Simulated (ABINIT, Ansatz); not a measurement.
# Quasiparticle gap of MgO2 (R-3m) in ABINIT, part 3 of 3

Wanted: ground state, empty states, screening and self-energy for MgO2 (R-3m).

ABINIT 10.8.3; LDA and many-body steps on it, plane waves. Known limits of the many-body steps: not at the basis limit; coarse k mesh.

So far. Step 4 (Empty states on the mesh, 4×4×4 mesh, 112 bands): On this mesh the gap is 2.137 eV. Step 5 (Screening, 4×4×4 mesh, 104 bands, screening to 217.7 eV): Local fields lower ε∞ by 10 %. On a Γ-centred mesh this coarse the value itself is usually too large, while a short band sum pulls it down.

### Step 6. Self-energy, 4×4×4 mesh, 104 bands, screening to 217.7 eV

The self-energy is evaluated for the states that the input lists, and the levels follow from it, in one-shot runs by the linearised quasiparticle equation.

This step: G0W0 on LDA, plane waves, norm-conserving pseudopotentials.

File run.abi:

```
acell 3*1.0 Angstrom
rprim 
  1.604761016024 0.926509204586 3.493978874900
  -1.604761016024 0.926509204586 3.493978874900
  0.000000000000 -1.853018409173 3.493978874900
ntypat 2
znucl 12 8
natom 3
typat 1 2 2
xred 
  0.000000000000 0.000000000000 0.000000000000
  0.428786000000 0.428786000000 0.428786000000
  0.571214000000 0.571214000000 0.571214000000
pp_dirpath "pseudos"
pseudos "Mg.upf, O.upf"
ecut 38
ngkpt 4 4 4
nshiftk 1
shiftk 0 0 0
kptopt 1
chksymbreak 0
istwfk *1
occopt 1
irdwfk 1
optdriver 4
nband 104
gwcalctyp 0
ecutsigx 38
symsigma 1
nkptgw 2
kptgw 
  0.5000000000 0.5000000000 0.5000000000
  0.0000000000 0.0000000000 0.0000000000
bdgw 
  10 13
  10 13
ecuteps 8
irdscr 1
ppmodel 1
indata_prefix "in"
outdata_prefix "out"
tmpdata_prefix "tmp"
```

Started as:

```console
$ OMP_NUM_THREADS=1 mpirun -n 4 abinit run.abi > log
```

Numbers of over 12 decimals in the logs are rounded to 6 here.

What it wrote:

```text
.Version 10.8.3 of ABINIT. v10.8.2 released Aug 2026.

 Symmetries : space group R-3 m (#166); Bravais hR (rhombohedral)
[... echo of the input left out ...]
== DATASET  1 ==================================================================
-   mpi_nproc: 4, omp_nthreads: 1 (-1 if OMP is not activated)

--- !DatasetInfo
iteration_state: {dtset: 1, }
dimensions: {natom: 3, nkpt: 13, mband: 104, nsppol: 1, nspinor: 1, nspden: 1, mpw: 2370, }
cutoff_energies: {ecut:  38.0, pawecutdg:  -1.0, }
electrons: {nelect:   2.20000000E+01, charge:   0.00000000E+00, occopt:   1.00000000E+00, tsmear:   1.00000000E-02, }

 SIGMA: Calculation of the GW corrections

 Based on a program developped by R.W. Godby, V. Olevano, G. Onida, and L. Reining.
 Incorporated in ABINIT by V. Olevano, G.-M. Rignanese, and M. Torrent.
.Using double precision arithmetic ; gwpc =  8

[... cell and pseudopotentials left out ...]
--------------------------------------------------------------------------------

 ==== K-mesh for the wavefunctions ====
 Number of points in the irreducible wedge :    13
[... list of points left out ...]
 Together with 12 symmetry operations and time-reversal symmetry
 yields    64 points in the full Brillouin Zone.

 ==== Q-mesh for screening function ====
 Number of points in the irreducible wedge :    13
[... list of points left out ...]
 Together with 12 symmetry operations and time-reversal symmetry
 yields    64 points in the full Brillouin Zone.

 vcoul_init : cutoff-mode = AUXILIARY_FUNCTION
 q-points for optical limit:   1
     1)      0.000010    0.000020    0.000030
 setmesh: FFT mesh size selected  =    45x   45x   45
          total number of points  =        91125

 Number of electrons calculated from density =   22.0000; Expected =   22.0000
 average of density, n =  0.104591
 r_s =    1.3167
 omega_plasma =   31.1963 [eV]

 === KS Band Gaps ===
  >>>> For spin  1
   Minimum direct gap =   2.1369 [eV], located at k-point      :   0.5000  0.5000  0.5000
   Fundamental gap    =   2.1369 [eV], Top of valence bands at :   0.5000  0.5000  0.5000
                                       Bottom of conduction at :   0.5000  0.5000  0.5000
 SIGMA fundamental parameters:
 PLASMON POLE MODEL  1
 number of plane-waves for SigmaX                 2365
 number of plane-waves for SigmaC and W            219
 number of plane-waves for wavefunctions          2365
 number of bands                                   104
 number of independent spin polarizations            1
 number of spinorial components                      1
 number of k-points in IBZ                          13
 number of q-points in IBZ                          13
 number of symmetry operations                      12
 number of k-points in BZ                           64
 number of q-points in BZ                           64
 number of frequencies for dSigma/dE                 9
 frequency step for dSigma/dE [eV]                0.25
 number of omega for Sigma on real axis              0
 max omega for Sigma on real axis  [eV]           0.00
 zcut for avoiding poles [eV]                     0.10

 EPSILON^-1 parameters (SCR file):
 dimension of the eps^-1 matrix on file            219
 dimension of the eps^-1 matrix used               219
 number of plane-waves for wavefunctions          2365
 number of bands                                   104
 number of q-points in IBZ                          13
 number of frequencies                               2
 number of real frequencies                          1
 number of imag frequencies                          1

 matrix elements of self-energy operator (all in [eV])

 Perturbative Calculation

--- !SelfEnergy_ee
iteration_state: {dtset: 1, }
kpoint     : [   0.500,    0.500,    0.500, ]
spin       : 1
KS_gap     :    2.137
QP_gap     :    5.074
Delta_QP_KS:    2.937
data: !SigmaeeData |
     Band     E0 <VxcDFT>   SigX SigC(E0)      Z dSigC/dE  Sig(E)    E-E0       E
       10   3.180 -20.478 -26.426   4.434   0.791  -0.264 -21.676  -1.198   1.982
       11   3.180 -20.478 -26.426   4.434   0.791  -0.264 -21.676  -1.198   1.982
       12   5.317 -18.094 -12.146  -3.787   0.804  -0.243 -16.355   1.739   7.056
       13   7.912  -9.710  -4.418  -3.858   0.862  -0.160  -8.474   1.236   9.148

--- !SelfEnergy_ee
iteration_state: {dtset: 1, }
kpoint     : [   0.000,    0.000,    0.000, ]
spin       : 1
KS_gap     :    5.188
QP_gap     :    7.722
Delta_QP_KS:    2.534
data: !SigmaeeData |
     Band     E0 <VxcDFT>   SigX SigC(E0)      Z dSigC/dE  Sig(E)    E-E0       E
       10   2.378 -19.584 -25.760   4.524   0.788  -0.269 -20.885  -1.302   1.076
       11   2.378 -19.584 -25.760   4.524   0.788  -0.269 -20.885  -1.302   1.076
       12   7.566 -11.433  -6.289  -3.699   0.853  -0.172 -10.200   1.233   8.798
       13   7.794 -20.079 -12.512  -4.746   0.798  -0.253 -17.828   2.251  10.045

== END DATASET(S) ==============================================================
================================================================================

 -outvars: echo values of variables after computation  --------
           etotal      0.0000000000E+00
            nband         104
             nkpt          13
          spgroup         166
 [... the other variables as echoed above ...]

 Calculation completed.
```

The job ended after 9.4 s (4 MPI ranks of Arm Neoverse V1, shared host; peak memory 1.2 GiB; 37 s of CPU time).

This step gave:

| Item | Value |
| --- | --- |
| G0W0 gap on the points computed | 5.074 eV |
| starting gap on the mesh | 2.137 eV |
| k of the valence top | 0.5, 0.5, 0.5 |
| k of the conduction bottom | 0.5, 0.5, 0.5 |
| Z at the valence top | 0.791 |
| Z at the conduction bottom | 0.804 |
| least direct G0W0 gap on the computed points | 5.074 eV |

The gap on the mesh goes from 2.14 eV to 5.07 eV, a correction of +2.94 eV.

Limits: finite bands, cutoff and mesh; coarse k mesh. v1 is the top filled band, c1 the lowest empty one. Levels before and after the correction, in eV, zero at the valence-band top of each column:

|  | conduction bottom | valence top |
| --- | --- | --- |
| Kohn-Sham | 2.14 | 0.00 |
| G0W0 | 5.07 | 0.00 |

|  | level | energy (eV) |
| --- | --- | --- |
| Kohn-Sham | (0.5 0.5 0.5) v2-v1 | 0.000 |
| Kohn-Sham | (0.5 0.5 0.5) c1 | 2.137 |
| Kohn-Sham | (0.5 0.5 0.5) c2 | 4.732 |
| G0W0 | (0.5 0.5 0.5) v2-v1 | 0.000 |
| G0W0 | (0.5 0.5 0.5) c1 | 5.074 |
| G0W0 | (0.5 0.5 0.5) c2 | 7.166 |

### Step 7. Where the time went

Times are wall times on 4 MPI ranks of Arm Neoverse V1, shared host, good to a factor of about two.

| step | time | share | memory (GiB) |
| --- | --- | --- | --- |
| ground state | 35 s | 20 % | 0.29 |
| bands along the symmetry lines | 15 s | 8 % | 0.29 |
| empty states on the mesh | 52 s | 29 % | 1.4 |
| screening | 67 s | 38 % | 1.2 |
| self-energy | 9.4 s | 5 % | 1.2 |

### Step 8. What came out

```
LDA gap              : 2.14 eV, direct
G0W0 gap on the mesh : 5.07 eV
GW settings          : 4×4×4 mesh, 104 bands, screening to 217.7 eV, Godby-Needs plasmon pole
known limits         : not at the basis limit; coarse k mesh
```

In words: G0W0 moves the gap on the mesh from 2.14 eV to 5.07 eV (+2.94 eV), with Z of 0.79 and 0.80 at the edges. Local fields lower the RPA ε∞ on this mesh from 3.90 to 3.50; a Γ-centred mesh this coarse tends to raise both, most where the direct gap is narrow, while a short band sum lowers them. Only 2 of the mesh's irreducible points were corrected, so a valley elsewhere could overtake. Bands and cutoff are finite, so the gap is not at the basis limit. The miss can reach some tenths of an eV and take either sign; the mesh is an error of its own. In the G0W0 run levels were corrected at 2 k points alone, so a gap called «on the mesh» is the least over those, and an edge elsewhere would be missed. The 4×4×4 mesh is coarse for this cell, which bears on the long-range parts of exchange and screening.

[Paths, hosts, dates, memory and timing lines, banners, echoed tables and standing remarks are left out of the program output.]

[Logs are printed without paths, hosts, clocks, repeated set-up lines and the standing remarks that a program may print on its own settings, such as how far it seeks lower states.]

[Runs of the session that timed out or met a known fault of the program may be left out.]

[Hosts, paths, dates, database ids (printed as entryN), source tags and the programs' standing remarks are cut or masked in the printed files.]

[G0W0 gaps are taken among the corrected bands and points alone; a level outside them can change the order at an edge.]

[Where Ansatz stands beside ABINIT at settings called matched, ABINIT's density can come from a denser mesh and the files from another edition; pairs whose starting gaps differed by over 0.03 eV were left out, so agreement reads better than it is.]
